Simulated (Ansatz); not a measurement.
## Cl-SiC-Cl chair monolayer in a perpendicular field

What dipole does a perpendicular field induce in the Cl-SiC-Cl chair monolayer, and does the gap follow? A positive field points along +c.

Method: plane-wave DFT, PBE-D3(BJ), Ansatz PAW (set soft_1); PAW set soft_1, in Ansatz 0.2.0.

## 1. The structure

The cell holds 4 atoms: 2 Cl, 1 C and 1 Si. Its edges and angles: a = 3.086 Å, b = 3.086 Å, c = 40.033 Å, α = 90.0°, β = 90.0°, γ = 120.0°. Vacuum lies along c.

## 2. Relaxation

The starting cell is a guess, so the in-plane lattice and the atoms are relaxed first, with the slab cut off from its images along the normal.

Contents of input.yaml:

```yaml
crystal:
  lattice:
    - [3.0855, 0.0, 0.0]
    - [-1.54275, 2.6721213834, 0.0]
    - [0.0, 0.0, 40.0333333344]
  atoms:
    - { symbol: Cl, position: [0.6666666667, 0.3333333333, 0.4433805162] }
    - { symbol: C, position: [0.6666666667, 0.3333333333, 0.4878434638] }
    - { symbol: Si, position: [0.3333333333, 0.6666666667, 0.5034138218] }
    - { symbol: Cl, position: [0.3333333333, 0.6666666667, 0.5566194838] }
  periodic: [true, true, false]
kpoints:
  mp_grid: { grid: [12, 12, 1] }
hamiltonian:
  xc: pbe
  dispersion: d3bj
  pseudopotentials: { kind: paw, azcp: { folder: soft_1 } }
scf:
  occupations: { method: fermi_dirac, width: 0.05 }
  convergence: { dr2_threshold: 1.0e-09 }
relax:
  f_tol: 0.004
  max_steps: 90
  cell: {}
output:
  write_potential: true
  write_density: true
  volumetric_format: npy
```

On the command line:

```
> ansatz run input.yaml --threads 2 --pin off --max-ram 3072MiB --backend cpu --events-out ev --progress --plain --runs-dir out
```

Numbers of over 12 decimals in the logs are rounded to 6 here.

The program printed:

```text
Warning: relax.cell: scf.convergence.dr2_threshold = 1e-9 eV is looser than the 1.89377998405e-10 eV advised for a relaxation that steers and ends on the stress (1e-10 eV for each atom of the cell: 4, times the square of relax.cell.stress_2d_tol = 0.05 N/m over 14.5 Å (the atoms' height at the walk's start and 5 Å past either face), 3.440e-2 GPa, over a crystal's default 0.05). What an SCF threshold leaves in a stress goes as its square root, and in the free energy as the threshold itself, and one threshold admits the most on a small cell: [figures from the program's tests cut] Set scf.convergence.dr2_threshold to 1.89377998405e-10 eV or tighter. [rest of the remark cut]
Engine: ansatz 0.2.0, aarch64-unknown-linux-gnu
Pseudopotentials: kind: paw
Pseudopotential: Cl, paw, valence charge 7, recommended cutoff 420 eV (normal), soft_1/Cl.paw.azcp
Pseudopotential: C, paw, valence charge 4, recommended cutoff 420 eV (normal), soft_1/C.paw.azcp
Pseudopotential: Si, paw, valence charge 4, recommended cutoff 420 eV (normal), soft_1/Si.paw.azcp
Functional definition: PBE
  parameter kappa = 0.804
  parameter beta = 0.066725
  exchange = pbe_x(kappa = kappa, mu = beta*pi^2/3)
  correlation = pbe_c(beta = beta)
Crystal: 4 atoms, lattice volume = 330.068 Å³
Basis set: ecut = 420 eV, 6409 PW (Γ), exchange–correlation on 48×48×540 points (8 copies of the dense FFT grid, shifted against one another)
Bands: 15, of which v1, the nominal top of the filled ones, is band 11 counted from 1 (10 counted from 0)
Symmetry: 6 space group operations
Space group: P3m1 (ITA 156), of the structure as read, at distance tolerance 6.9e-5 Å
k-points: 19 of 144 (time reversal used)
Non-local potential: Cl, projectors of the file, l = 0: 2, l = 1: 2, l = 2: 1
Non-local potential: C, projectors of the file, l = 0: 2, l = 1: 2, l = 2: 1
Non-local potential: Si, projectors of the file, l = 0: 2, l = 1: 2, l = 2: 1
PAW form: soft (Blöchl's): semilocal exchange-correlation on the pseudo side does not see the compensation charge
PAW one-centre angular grid: Cl, 110 points (default); XC on 64 Gauss nodes
PAW one-centre angular grid: C, 110 points (default); XC on 64 Gauss nodes
PAW one-centre angular grid: Si, 110 points (default); XC on 64 Gauss nodes
Initial density: superposition of atomic densities (neutral atoms: chi_scale 0, normalization atom)
Initial wavefunctions: pseudopotential atomic-orbital guess
Functional: x = pbe(κ = 0.804, μ = 0.219515), c = pbe(β = 0.066725)
SCF iter   1: F=—  HF=-3048.664450 eV  |F-HF|=—  |Δ(HF+E_count)|=         —  Δρ=3.75e-2  dr2=5.28e0  ethr=3.10e-3  ⟨swp⟩=17.7  Hψ=3628  notcnv=0
preconditioner: auto → Resta (q_TF=auto, 1.737 Å⁻¹)  ε∞=1.7  [insulator: Δε(μ)=1.981 eV  Ē_g=11.813 eV  σ=0.050 eV  W_gap=1.00  n_scr=22 (ndim 8)  ℏωp=9.6 eV  f_vac=0.785  D(μ)=0.00/eV (n_scr^D=0)  ε∞_Penn≈1.7  vacuum switching on, ρ_ref=1.0e-2 e/Å³]
SCF iter   2: F=—  HF=-3047.335958 eV  |F-HF|=—  |Δ(HF+E_count)|=    1.33e0  Δρ=1.47e-2  dr2=8.80e-1  ethr=3.10e-3  ⟨swp⟩=5.9  Hψ=1049  notcnv=0
SCF iter   3: F=—  HF=-3047.201787 eV  |F-HF|=—  |Δ(HF+E_count)|=   1.34e-1  Δρ=7.05e-3  dr2=3.05e-1  ethr=3.10e-3  ⟨swp⟩=4.9  Hψ=810  notcnv=0
SCF iter   4: F=—  HF=-3047.173304 eV  |F-HF|=—  |Δ(HF+E_count)|=   2.85e-2  Δρ=4.05e-3  dr2=1.05e-1  ethr=1.39e-3  ⟨swp⟩=5.2  Hψ=778  notcnv=0
SCF iter   5: F=—  HF=-3047.160484 eV  |F-HF|=—  |Δ(HF+E_count)|=   1.28e-2  Δρ=1.73e-3  dr2=1.31e-2  ethr=4.76e-4  ⟨swp⟩=4.3  Hψ=635  notcnv=0
SCF iter   6: F=—  HF=-3047.158974 eV  |F-HF|=—  |Δ(HF+E_count)|=   1.51e-3  Δρ=5.38e-4  dr2=9.05e-4  ethr=5.95e-5  ⟨swp⟩=2.6  Hψ=646  notcnv=0
SCF iter   7: F=—  HF=-3047.159096 eV  |F-HF|=—  |Δ(HF+E_count)|=   1.22e-4  Δρ=1.61e-4  dr2=6.68e-5  ethr=4.11e-6  ⟨swp⟩=2.8  Hψ=582  notcnv=0
SCF iter   8: F=—  HF=-3047.159163 eV  |F-HF|=—  |Δ(HF+E_count)|=   6.69e-5  Δρ=4.09e-5  dr2=3.61e-6  ethr=3.04e-7  ⟨swp⟩=2.8  Hψ=613  notcnv=0
SCF iter   9: F=—  HF=-3047.159170 eV  |F-HF|=—  |Δ(HF+E_count)|=   6.37e-6  Δρ=9.42e-6  dr2=1.77e-7  ethr=1.64e-8  ⟨swp⟩=3.2  Hψ=640  notcnv=0
SCF iter  10: F=—  HF=-3047.159184 eV  |F-HF|=—  |Δ(HF+E_count)|=   1.47e-5  Δρ=1.81e-6  dr2=1.61e-8  ethr=8.04e-10  ⟨swp⟩=3.2  Hψ=621  notcnv=0
SCF iter  11: F=-3047.159184 eV  HF=-3047.159184 eV  |F-HF|=1.03e-10  |Δ(HF+E_count)|=  4.29e-10  Δρ=3.85e-7  dr2=6.72e-10  ethr=4.55e-12  ⟨swp⟩=10.7  Hψ=2843  notcnv=0
SCF 1 converged in 11 iterations: F = -3047.159184 eV  dr2 = 6.72e-10
  greatest PAW one-centre occupation: 0.909 electrons in one spin orbital (limit 2), on the Cl atom at site 3 (counted from 0), in its partial waves of l = 0
relax step   1: F+E_penalty+E_count = -3047.15918438 eV  Δ(F+E_penalty+E_count) = +0.000e0 eV  max|allowed force component| = 1.679e0 eV/Å  Δτ_max = 0.0000 Å  P = +11.225 N/m  Ω = 330.068 Å³  fix = [c, alpha, beta]  reactions: c +0.000 N/m  (11 SCF iters, accepted)
Crystal: 4 atoms, lattice volume = 361.458 Å³
Basis set: ecut = 420 eV, 7225 PW (Γ), exchange–correlation on 48×48×540 points (8 copies of the dense FFT grid, shifted against one another)
Initial density: handed on by an earlier stage of this run
Initial wavefunctions: those handed on with the density
iter 1 solved again at ethr=1.34e-3 eV; its pass at ethr=3.10e-3 eV (dr2=2.95e-1 eV) is discarded
SCF iter   1: F=—  HF=-3047.578772 eV  |F-HF|=—  |Δ(HF+E_count)|=         —  Δρ=8.19e-3  dr2=2.99e-1  ethr=1.34e-3  ⟨swp⟩=1.5  Hψ=3271  notcnv=0
preconditioner: auto → Resta (q_TF=auto, 1.711 Å⁻¹)  ε∞=1.6  [insulator: Δε(μ)=2.285 eV  Ē_g=11.631 eV  σ=0.050 eV  W_gap=1.00  n_scr=20 (ndim 8)  ℏωp=9.2 eV  f_vac=0.800  D(μ)=0.00/eV (n_scr^D=0)  ε∞_Penn≈1.6  vacuum switching on, ρ_ref=9.8e-3 e/Å³]
SCF iter   2: F=—  HF=-3047.491861 eV  |F-HF|=—  |Δ(HF+E_count)|=   8.69e-2  Δρ=3.37e-3  dr2=2.68e-2  ethr=1.34e-3  ⟨swp⟩=4.5  Hψ=776  notcnv=0
SCF iter   3: F=—  HF=-3047.487044 eV  |F-HF|=—  |Δ(HF+E_count)|=   4.82e-3  Δρ=1.35e-3  dr2=5.49e-3  ethr=1.22e-4  ⟨swp⟩=3.7  Hψ=825  notcnv=0
SCF iter   4: F=—  HF=-3047.486649 eV  |F-HF|=—  |Δ(HF+E_count)|=   3.94e-4  Δρ=6.78e-4  dr2=2.58e-3  ethr=2.49e-5  ⟨swp⟩=4.2  Hψ=706  notcnv=0
SCF iter   5: F=—  HF=-3047.486294 eV  |F-HF|=—  |Δ(HF+E_count)|=   3.55e-4  Δρ=1.80e-4  dr2=2.50e-4  ethr=1.17e-5  ⟨swp⟩=2.9  Hψ=472  notcnv=0
SCF iter   6: F=—  HF=-3047.486274 eV  |F-HF|=—  |Δ(HF+E_count)|=   1.98e-5  Δρ=8.57e-5  dr2=4.29e-5  ethr=1.14e-6  ⟨swp⟩=3.3  Hψ=600  notcnv=0
SCF iter   7: F=—  HF=-3047.486260 eV  |F-HF|=—  |Δ(HF+E_count)|=   1.48e-5  Δρ=3.32e-5  dr2=5.33e-6  ethr=1.95e-7  ⟨swp⟩=2.0  Hψ=411  notcnv=0
[...]
relax step   4: F+E_penalty+E_count = -3047.55402479 eV  Δ(F+E_penalty+E_count) = -2.381e-3 eV  max|allowed force component| = 6.818e-2 eV/Å  Δτ_max = 0.0090 Å  P = +0.088 N/m  Ω = 365.384 Å³  energy of the carried Pulay correction = -2.202e-3 eV  fix = [c, alpha, beta]  reactions: c +0.000 N/m  (9 SCF iters, accepted)
[...]
relax step   5: F+E_penalty+E_count = -3047.55407411 eV  Δ(F+E_penalty+E_count) = -4.932e-5 eV  max|allowed force component| = 7.054e-2 eV/Å  Δτ_max = 0.0022 Å  P = -0.012 N/m  Ω = 365.907 Å³  energy of the carried Pulay correction = -2.233e-3 eV  fix = [c, alpha, beta]  reactions: c -0.000 N/m  (7 SCF iters, accepted)
[...]
relax step   6: F+E_penalty+E_count = -3047.55418154 eV  Δ(F+E_penalty+E_count) = -1.074e-4 eV  max|allowed force component| = 2.363e-3 eV/Å  Δτ_max = 0.0014 Å  P = -0.004 N/m  Ω = 365.843 Å³  energy of the carried Pulay correction = -2.230e-3 eV  fix = [c, alpha, beta]  reactions: c -0.000 N/m  (8 SCF iters, accepted)
[...]
relax step   7: F+E_penalty+E_count = -3047.55854169 eV  Δ(F+E_penalty+E_count) = -4.360e-3 eV  max|allowed force component| = 2.746e-3 eV/Å  Δτ_max = 0.0000 Å  P = +0.083 N/m  Ω = 365.843 Å³  fix = [c, alpha, beta]  reactions: c +0.000 N/m  stress off target by 8.29e-2 N/m on what of the cell is left free  SCF on the basis re-selected at this cell (its energy is not comparable with the rows above)  (9 SCF iters)
[...]
relax step   8: F+E_penalty+E_count = -3047.55854600 eV  Δ(F+E_penalty+E_count) = -4.313e-6 eV  max|allowed force component| = 4.668e-3 eV/Å  Δτ_max = 0.0001 Å  P = +0.014 N/m  Ω = 366.137 Å³  energy of the carried Pulay correction = -1.703e-5 eV  fix = [c, alpha, beta]  reactions: c +0.000 N/m  (7 SCF iters, accepted)
[...]
relax step   9: F+E_penalty+E_count = -3047.55854416 eV  Δ(F+E_penalty+E_count) = +1.842e-6 eV  max|allowed force component| = 4.835e-5 eV/Å  Δτ_max = 0.0001 Å  P = +0.000 N/m  Ω = 366.189 Å³  energy of the carried Pulay correction = -2.005e-5 eV  fix = [c, alpha, beta]  reactions: c +0.000 N/m  (5 SCF iters, accepted)
iter 1 solved again at ethr=1.55e-6 eV; its pass at ethr=3.10e-3 eV (dr2=3.40e-4 eV) is discarded
SCF iter   1: F=—  HF=-3047.558515 eV  |F-HF|=—  |Δ(HF+E_count)|=         —  Δρ=4.72e-6  dr2=1.29e-7  ethr=1.55e-6  ⟨swp⟩=4.5  Hψ=4638  notcnv=0
eigensolver tolerance schedule: the retry pair's looser diagonalisation over-reported the residual by 2644.86 of it (diagonalisation noise at an unbounded share of the residual, at the tolerance the schedule requests for it); recorded, not acted on — ethr = c·dr2/N_el stays at c = 1.0e-1
SCF iter   2: F=—  HF=-3047.558561 eV  |F-HF|=—  |Δ(HF+E_count)|=   4.65e-5  Δρ=5.23e-6  dr2=2.77e-7  ethr=5.84e-10  ⟨swp⟩=5.4  Hψ=1058  notcnv=0
SCF iter   3: F=—  HF=-3047.558562 eV  |F-HF|=—  |Δ(HF+E_count)|=   9.78e-7  Δρ=2.48e-6  dr2=4.15e-8  ethr=5.84e-10  ⟨swp⟩=2.4  Hψ=399  notcnv=0
SCF iter   4: F=—  HF=-3047.558563 eV  |F-HF|=—  |Δ(HF+E_count)|=   7.99e-7  Δρ=1.38e-6  dr2=1.17e-8  ethr=1.88e-10  ⟨swp⟩=2.5  Hψ=411  notcnv=0
SCF iter   5: F=—  HF=-3047.558564 eV  |F-HF|=—  |Δ(HF+E_count)|=   8.46e-7  Δρ=9.58e-7  dr2=5.11e-9  ethr=5.31e-11  ⟨swp⟩=2.3  Hψ=433  notcnv=0
iter 6 met the thresholds in force, and the SCF goes on: an eigenvalue changes by 2.60 meV, over its tolerance of 1.05 meV (output.eigenvalues, Limitations)
SCF iter   6: F=-3047.558565 eV  HF=-3047.558565 eV  |F-HF|=1.09e-7  |Δ(HF+E_count)|=   1.03e-6  Δρ=1.89e-7  dr2=1.60e-10  ethr=4.55e-12  ⟨swp⟩=15.2  Hψ=3127  notcnv=0
iter 7 met the thresholds in force, and the SCF goes on: an eigenvalue changes by 1.52 meV, over its tolerance of 1.01 meV (output.eigenvalues, Limitations)
SCF iter   7: F=-3047.558565 eV  HF=-3047.558565 eV  |F-HF|=2.87e-9  |Δ(HF+E_count)|=   1.06e-7  Δρ=2.60e-8  dr2=3.87e-12  ethr=1.00e-12  ⟨swp⟩=9.1  Hψ=2201  notcnv=0
Mixer restart at iter 7: flushing history
SCF iter   8: F=-3047.558565 eV  HF=-3047.558565 eV  |F-HF|=2.91e-11  |Δ(HF+E_count)|=   2.90e-9  Δρ=4.19e-8  dr2=1.72e-11  ethr=1.00e-12  ⟨swp⟩=8.1  Hψ=1873  notcnv=0
SCF 10 converged in 8 iterations: F = -3047.558565 eV  dr2 = 1.72e-11
relax step  10: F+E_penalty+E_count = -3047.55856521 eV  Δ(F+E_penalty+E_count) = -2.105e-5 eV  max|allowed force component| = 6.019e-5 eV/Å  Δτ_max = 0.0000 Å  P = +0.001 N/m  Ω = 366.189 Å³  fix = [c, alpha, beta]  reactions: c +0.000 N/m  stress off target by 6.24e-4 N/m on what of the cell is left free  SCF on the basis re-selected at this cell (its energy is not comparable with the rows above)  (8 SCF iters)
basis re-selected at this cell: Δ(F+E_penalty+E_count) = -2.105e-5 eV, ΔP = +0.000 N/m vs the last step (what re-selecting the basis moved, of the pressure what is left beyond the Pulay correction that the steps carried, after the strain that the cell walked since its last selection, with what the two solves' SCF thresholds leave and, on support functions, any second-order correction that the steps lacked; it is no m [...]
SCF converged after 8 iterations
an eigenvalue changed by more than its tolerance at an iteration that met the thresholds in force, so the SCF went on 2 times, its first undamped step at iteration 7: the last check found none over its tolerance
Free energy (F): -3047.558565 eV
Harris-Foulkes:  -3047.558565 eV  (|F-HF|=2.91e-11)
Internal energy: -3047.558565 eV  (E = F + TS)
E sigma→0 (E₀):  -3047.558565 eV
Fermi energy:    -4.371411 eV
--- Per-component energies (eV) ---
  E_band       = -269.979826
  E_kinetic    = 435.164504
  E_local      = -38303.176127  (includes V_loc(G=0)·N_el)
  E_nonlocal   = 107.406521
  E_hartree    = 18922.275852
  E_xc         = -318.880396
  E_vxc        = -339.406958  (∫ρ·V_xc dr)
  E_paw        = -1929.270498  (= ΣΔE_a)
  E_vpaw       = -14.519721  (= ΣTr[D̂ρ^β])
  E_aug_tail   = 0.000279  (compensation charges beyond the density's cutoff)
  E_ewald      = 18039.675528
  E_disp       = -0.754227  (pairwise vdW)
  E_smearing   = -0.000000  (= −TS)
  E_closure    = -0.000000  (closes the sum)
  Σ components = -3047.558565   (vs F -3047.558565, Δ=0.00e0)
--- Forces (eV/Å), atoms counted from 1 ---
  atom   1  Cl    -0.00000000     0.00000000    -0.00000791
  atom   2  C      0.00000000    -0.00000000    -0.00004958
  atom   3  Si     0.00000000     0.00000000     0.00005858
  atom   4  Cl     0.00000000    -0.00000000    -0.00000752
  max |Σ_I F_I| component: 6.43e-6 eV/Å
--- 2D stress c σ (N/m, compression-positive) ---
        0.000624       0.000000      -0.000000
        0.000000       0.000624       0.000000
       -0.000000       0.000000       0.000000
  P = ½ c Tr σ = 0.0006 N/m
--- Band table (eV; the first three rows and the last of 19) ---
  k-point 0: bands = [... 7 lower, -6.7789, -6.7789, -5.5145, -5.5145, -3.2788, -2.3520, -0.5368, -0.0717]
  k-point 1: bands = [... 7 lower, -7.0566, -6.8329, -5.8318, -5.5779, -3.0699, -2.0613, -0.4695, -0.0702]
  k-point 2: bands = [... 7 lower, -7.7197, -6.9783, -6.5845, -5.7414, -2.7689, -1.6938, -0.3018, 0.0627]
  k-point 18: bands = [... 7 lower, -9.3745, -8.7714, -8.1078, -8.0143, -1.5531, -0.4766, -0.0483, 1.5455]
--- Relaxed structure (8 steps of the walk, 8 accepted, 2 SCFs on fresh bases) ---
  F+E_penalty+E_count = -3047.55856521 eV   max|allowed force component| = 6.019e-5 eV/Å   (the final SCF, on the basis selected at the relaxed cell)
  cell:  # Å, volume = 366.1885 Å³
    - [3.249946, 0.0, 0]
    - [-1.624973, 2.814536, 0]
    - [0, 0, 40.0333333344]
  atoms:
    - { symbol: Cl, position: [0.666667, 0.333333, 0.443929] }
    - { symbol: C, position: [0.666667, 0.333333, 0.489666] }
    - { symbol: Si, position: [0.333333, 0.666667, 0.503340] }
    - { symbol: Cl, position: [0.333333, 0.666667, 0.554323] }
```

Elapsed: 55 s, on 2 threads of Arm Neoverse V2, shared host; peak memory 0.53 GiB.

Step by step:

```tsv
step	energy less that of the first step (eV)	largest force component (eV/Å)	volume (Å³)
1	0.0000	1.6786	330.07
2	-0.3271	1.2989	361.46
3	-0.3925	0.2502	363.69
4	-0.3948	0.0682	365.38
5	-0.3949	0.0705	365.91
6	-0.3950	0.0024	365.84
7*	-0.3994	0.0027	365.84
8	-0.3994	0.0047	366.14
9	-0.3994	0.0000	366.19
10*	-0.3994	0.0001	366.19
```

Relaxation steps marked * repeat the geometry before them on a plane-wave basis chosen anew for their cell, so energy and pressure can jump there.

The run keeps the 6 symmetry operations that it works with, so distortions that break them were not tested.

```tsv
cell as run	before	after	change
a (Å)	3.086	3.250	+5.3 %
b (Å)	3.086	3.250	+5.3 %
```

The atoms that moved most (Å, along periodic axes as changes of fractional coordinates times the final cell, across vacuum about the mean position):

```tsv
atom	dx	dy	dz	length
Cl4	0.000	0.000	-0.092	0.092
C2	0.000	0.000	0.073	0.073
Cl1	0.000	0.000	0.022	0.022
```

Final coordinates:

```xyz
4
Lattice="3.2499 0.0000 0.0000 -1.6250 2.8145 0.0000 0.0000 0.0000 40.0333" Properties=species:S:1:pos:R:3
Cl    1.6250    0.9382   17.7720
C     1.6250    0.9382   19.6029
Si    0.0000    1.8764   20.1504
Cl    0.0000    1.8764   22.1914
```

Numbers from this step:

```
gap on the k-mesh : 2.236 eV
```

The lattice constant a goes from 3.086 to 3.250 Å.

(Continued in part 2 of 2.)

[Logs are printed without paths, hosts, clocks, repeated set-up lines and the standing remarks that a program may print on its own settings, such as how far it seeks lower states.]

[Hosts, paths, dates, database ids (printed as entryN), source tags and the programs' standing remarks are cut or masked in the printed files.]

[Maps of the electrostatic potential energy from Ansatz leave out the sawtooth potential of an applied field or a dipole correction, so their vacuum need not be flat; planar profiles and work functions include it.]
